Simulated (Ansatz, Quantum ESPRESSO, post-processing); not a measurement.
# Screening and band shifts of F-SiC-F chair, 1 layer, part 2 of 2

Wanted: polarisability and gap of F-SiC-F chair, 1 layer against a perpendicular field.

Quantum ESPRESSO 7.5; plane-wave DFT, RPBE, GBRV ultrasoft pseudopotentials made under PBE; geometry and cross-check by Ansatz 0.2.0 with PAW datasets.

So far. Step 13 (Band structure: field -0.2 V/Å): Along this path the valence top lies at Γ and the conduction bottom at Γ. Step 14 (Valence density): The density integrates to 22.000 electrons, as the 22 of the input ask.

**16. Charge moved by a field of 0.2 V/Å**

Numbers from this step:

```
largest charge moved across a plane : 0.001113 e/Å²
dipole step                         : -0.6807 eV
```

The planar mean oscillates, so the rows of the table below give means over windows of 0.5 Å about each position, cut where the curve ends. Its maxima inside the range that stand out by 2 % of the span (Å: e/Å³): 8.02: 7.9e-4, 8.71: 3.6e-4, 9.86: 8.0e-4, 11.35: 2.8e-4, 12.15: -2.3e-4. Its minima: 8.48: -1.4e-5, 9.17: -5.5e-5, 10.55: -8.3e-4, 11.92: -4.0e-4, 12.61: -6.9e-4.

The planar mean by z; means over each step:

| z (Å) | planar mean (e/Å³) |
| --- | --- |
| 4.5 | 4.9e-8 |
| 5.0 | 2.4e-7 |
| 5.5 | 1.2e-6 |
| 6.0 | 6.0e-6 |
| 6.5 | 2.7e-5 |
| 7.0 | 1.1e-4 |
| 7.5 | 4.0e-4 |
| 8.0 | 7.0e-4 |
| 8.5 | 1.9e-4 |
| 9.0 | 7.5e-5 |
| 9.5 | 2.4e-4 |
| 10.0 | 4.4e-4 |
| 10.5 | -6.7e-4 |
| 11.0 | -2.3e-4 |
| 11.5 | 1.6e-4 |
| 12.0 | -2.9e-4 |
| 12.5 | -5.7e-4 |
| 13.0 | -4.1e-4 |
| 13.5 | -1.3e-4 |
| 14.0 | -3.2e-5 |
| 14.5 | -6.8e-6 |
| 15.0 | -1.3e-6 |
| 15.5 | -2.4e-7 |
| 16.0 | -4.7e-8 |

Running integral, electrons below z against z:

| z (Å) | running integral, electrons below z (e/Å²) |
| --- | --- |
| 5 | 8.0e-8 |
| 6 | 2.0e-6 |
| 7 | 4.2e-5 |
| 8 | 5.0e-4 |
| 9 | 7.6e-4 |
| 10 | 0.00108 |
| 11 | 6.3e-4 |
| 12 | 6.3e-4 |
| 13 | 1.4e-4 |
| 14 | 7.6e-6 |
| 15 | 2.8e-7 |
| 16 | 1.0e-8 |

**17. Polarisability from the dipole between 0 and 0.1 V/A**

Read from the output:

* change of slope in the vacuum: 0.10000 eV/Å
* polarisability a cell: 2.356 Å³
* sheet polarisability 4πα/A: 3.406 Å

Change of the potential energy, second field less first against z:

z (Å), change of the potential energy, second field less first (eV) and a bar from the least value:
```
        0     -0.419 #######
        1     -0.749 
        2     -0.649 ##
        3     -0.549 ####
        4     -0.449 ######
        5     -0.349 ########
        6     -0.249 ##########
        7     -0.150 ############
        8     -0.066 ##############
        9     -0.026 ##############
       10      0.000 ###############
       11      0.016 ###############
       12      0.055 ################
       13      0.116 #################
       14      0.210 ###################
       15      0.310 #####################
       16      0.410 #######################
       17      0.510 #########################
       18      0.610 ###########################
       19      0.710 #############################
       20      0.765 ##############################
```

**18. Dipole against field**

The dipole along the normal, dipole moment by applied field:

| applied field (V/Å) | dipole along the normal, dipole moment (e·Å) |
| --- | --- |
| -0.200 | -0.0380 |
| 0.000 | -0.00533 |
| 0.100 | 0.0110 |
| 0.200 | 0.0274 |

**19. The same in Ansatz: field 0.1 V/Å**

A second code with its own PAW datasets, on the same atoms.

Level of this step: plane-wave DFT, PBE, Ansatz PAW (Ansatz 0.2.0).

input.yaml

```yaml
crystal:
  lattice:
    - [3.1685832491, 0.0, 0.0]
    - [-1.5842916246, 2.7440735877, 0.0]
    - [0.0, 0.0, 20.6333333333]
  atoms:
    - { symbol: F, position: [0.6666666667, 0.3333333333, 0.4104071029] }
    - { symbol: C, position: [0.6666666667, 0.3333333333, 0.4799347192] }
    - { symbol: Si, position: [0.3333333333, 0.6666666667, 0.5075061114] }
    - { symbol: F, position: [0.3333333333, 0.6666666667, 0.5851892232] }
kpoints:
  mp_grid: { grid: [12, 12, 1] }
hamiltonian:
  xc: pbe
scf:
  occupations: { method: fermi_dirac, width: 0.054 }
  convergence: { dr2_threshold: 1.0e-09 }
efield:
  axis: 3
  dipole_correction: true
  ramp_position: 0.97
  ramp_width: 0.04
  amplitude: 0.1
output:
  write_potential: true
  write_density: true
  volumetric_format: npy
```

Started as:

```bash
$ ansatz run input.yaml --threads 4 --pin off --max-ram 8192MiB --backend cpu --events-out ev --progress --plain --runs-dir out
```

The job ended after 1.6 s (4 threads of Arm Neoverse V2, shared host; peak memory 0.39 GiB; 6 s of CPU time).

Read from the output:

```
free energy             : -2503.2078 eV
Fermi energy            : -3.421 eV
gap by band count       : 1.953 eV
dipole along the normal : 0.01241 e·Å
```

At 0.1 V/Å Ansatz's dipole is 0.0124 e Å against 0.0110 from pw.x, under another functional.

**20. Cross-check with Ansatz: field -0.1 V/Å**

input.yaml, as its differences from the input of step 19:

```diff
@@ -22,3 +22,3 @@
   ramp_width: 0.04
-  amplitude: 0.1
+  amplitude: -0.1
 output:
```

The job ended after 1.6 s (4 threads; peak memory 0.39 GiB).

Read from the output:

- free energy: -2503.2086 eV
- Fermi energy: -3.419 eV
- gap by band count: 1.948 eV
- dipole along the normal: -0.02042 e·Å

**21. Dipole against field, Ansatz**

Dipole along the normal, dipole moment against applied field:

| applied field (V/Å) | dipole along the normal, dipole moment (e·Å) |
| --- | --- |
| -0.1000 | -0.0204 |
| 0.0000 | -0.00402 |
| 0.1000 | 0.0124 |

**22. Self-consistent run, with smearing = mp, degauss = 0.05 and conv_thr = 1e-05**

How much does a setting matter? One run is repeated with a change.

Level of this step: plane-wave DFT, RPBE, GBRV ultrasoft pseudopotentials made under PBE (Quantum ESPRESSO 7.5). input_dft overrides the functional of the files.

f1.w0.in

```
&control
  prefix = 'f1.w0'
  outdir = './out'
  pseudo_dir = './pseudo'
  calculation = 'scf'
  tprnfor = .true.
  tefield = .true.
  dipfield = .true.
/
&system
  ibrav = 0
  nat = 4
  ntyp = 3
  ecutwfc = 40
  ecutrho = 200
  input_dft = 'rpbe'
  occupations = 'smearing'
  smearing = 'mp'
  degauss = 0.05
  edir = 3
  emaxpos = 0.97
  eopreg = 0.04
  eamp = 0.00194469
/
&electrons
  conv_thr = 1e-05
  mixing_beta = 0.4
  electron_maxstep = 120
  mixing_mode = 'plain'
/
ATOMIC_SPECIES
  F   18.9984  f_pbe_v1.4.uspp.F.UPF
  C   12.0110  c_pbe_v1.2.uspp.F.UPF
  Si  28.0850  si_pbe_v1.uspp.F.UPF
CELL_PARAMETERS angstrom
  3.16858324911543 0.00000000000000 0.00000000000000
  -1.58429162455771 2.74407358773980 -0.00000000000000
  0.00000000000000 -0.00000000000000 20.63333333330000
ATOMIC_POSITIONS crystal
  F   0.666666666667 0.333333333333 0.410407102939
  C   0.666666666667 0.333333333333 0.479934719151
  Si  0.333333333333 0.666666666667 0.507506111400
  F   0.333333333333 0.666666666667 0.585189223210
K_POINTS automatic
  12 12 1 0 0 0
```

Started as:

```bash
$ OMP_NUM_THREADS=1 mpirun -n 4 pw.x -nk 4 -in f1.w0.in > f1.w0.out
```

The job ended after 14 s (4 MPI ranks; peak memory 0.41 GiB).

The changed values were drawn from a wide range, not chosen for quality; the comparison shows what they did here together.

Beside the run it was changed from:

| quantity | this run | unchanged run | difference |
| --- | --- | --- | --- |
| dipole along the normal (e·Å) | 0.01053 | 0.01103 | -5.0e-4 |
| free energy (eV) | -1612.338 | -1612.339 | 0.0010 |
| wall time (s) | 14 | 17 |  |
| SCF iterations | 7 | 7 |  |

The free energy moves by +0.25 meV an atom.

This run starts from superposed atoms, the unchanged one from a saved density, so their iteration counts don't compare.

The free energy holds the smearing's entropy term, so it moves with degauss by construction.

The physical values in this table move by up to 4.5 %.

**23. SCF with pw.x, with nbnd = 4**

One more run, with a changed input.

f1.bad.in

```
&control
  prefix = 'f1.bad'
  outdir = './out'
  pseudo_dir = './pseudo'
  calculation = 'scf'
  tprnfor = .true.
  tefield = .true.
  dipfield = .true.
/
&system
  ibrav = 0
  nat = 4
  ntyp = 3
  ecutwfc = 40
  ecutrho = 200
  input_dft = 'rpbe'
  occupations = 'smearing'
  smearing = 'fd'
  degauss = 0.004
  edir = 3
  emaxpos = 0.97
  eopreg = 0.04
  eamp = 0.00194469
  nbnd = 4
/
&electrons
  conv_thr = 1e-09
  mixing_beta = 0.4
  electron_maxstep = 100
  mixing_mode = 'plain'
/
ATOMIC_SPECIES
  F   18.9984  f_pbe_v1.4.uspp.F.UPF
  C   12.0110  c_pbe_v1.2.uspp.F.UPF
  Si  28.0850  si_pbe_v1.uspp.F.UPF
CELL_PARAMETERS angstrom
  3.16858324911543 0.00000000000000 0.00000000000000
  -1.58429162455771 2.74407358773980 -0.00000000000000
  0.00000000000000 -0.00000000000000 20.63333333330000
ATOMIC_POSITIONS crystal
  F   0.666666666667 0.333333333333 0.410407102939
  C   0.666666666667 0.333333333333 0.479934719151
  Si  0.333333333333 0.666666666667 0.507506111400
  F   0.333333333333 0.666666666667 0.585189223210
K_POINTS automatic
  12 12 1 0 0 0
```

Started as:

```bash
$ OMP_NUM_THREADS=1 mpirun -n 4 pw.x -nk 4 -in f1.bad.in > f1.bad.out
```

Elapsed: 0.61 s, on 4 MPI ranks; peak memory 0.11 GiB.

The input was rejected at the start.

The fault put into the input: too few bands (system.nbnd = 4).

The message: “setup (1): too few bands”. nbnd must at least hold the electrons; leave it out or raise it.

**24. The arithmetic**

α = Δp/E = (0.01103 − (-0.00533)) e Å / 0.1 V/Å = 0.1636 e Å²/V; times e/(4πε₀) = 14.40 V Å this is 2.356 Å³. With A = 8.695 Å², 4πα/A = 3.406 Å.

**25. Results**

```yaml
polarisability_along_the_normal_a_cell: 2.36 Å³
sheet_polarisability_4pi_alpha_a: 3.41 Å
dipole_without_a_field: -0.0053 e·Å
kohn_sham_ionisation_potential_upper_face: 7.61 eV
gap_along_the_path_at_0_v_a: 2.09 eV
gap_along_the_path_at_0p2_v_a: 2.09 eV
gap_along_the_path_at_minus_0p2_v_a: 2.08 eV
```

**Reading.** The sheet answers a field with a polarisability of 2.36 Å³ a cell, or 4πα/A = 3.41 Å (RPBE, GBRV ultrasoft (made under PBE)). In pw.x the dipole follows the field linearly over the range tried. A perfect conductor 3.41 Å thick would screen alike; the outer atoms lie 3.61 Å apart. At 0.1 V/Å the sheet takes 0.341 eV off the potential drop. At 0.2 V/Å the gap along the path is unchanged within 0.01 eV. Quantum ESPRESSO and Ansatz give 2.356 and 2.363 Å³ for the polarisability (pw.x from 0 and 0.1 V/Å, Ansatz from ±0.1 V/Å, under PBE), which agree. The ions stay at their zero-field places, so this is the electrons' response alone. Semilocal gaps are too small, and in strong fields empty levels can belong to the vacuum.

[Logs are printed without paths, hosts, clocks, repeated set-up lines and the standing remarks that a program may print on its own settings, such as how far it seeks lower states.]

[Hosts, paths, dates, database ids (printed as entryN), source tags and the programs' standing remarks are cut or masked in the printed files.]

[Maps of the electrostatic potential energy from Ansatz leave out the sawtooth potential of an applied field or a dipole correction, so their vacuum need not be flat; planar profiles and work functions include it.]
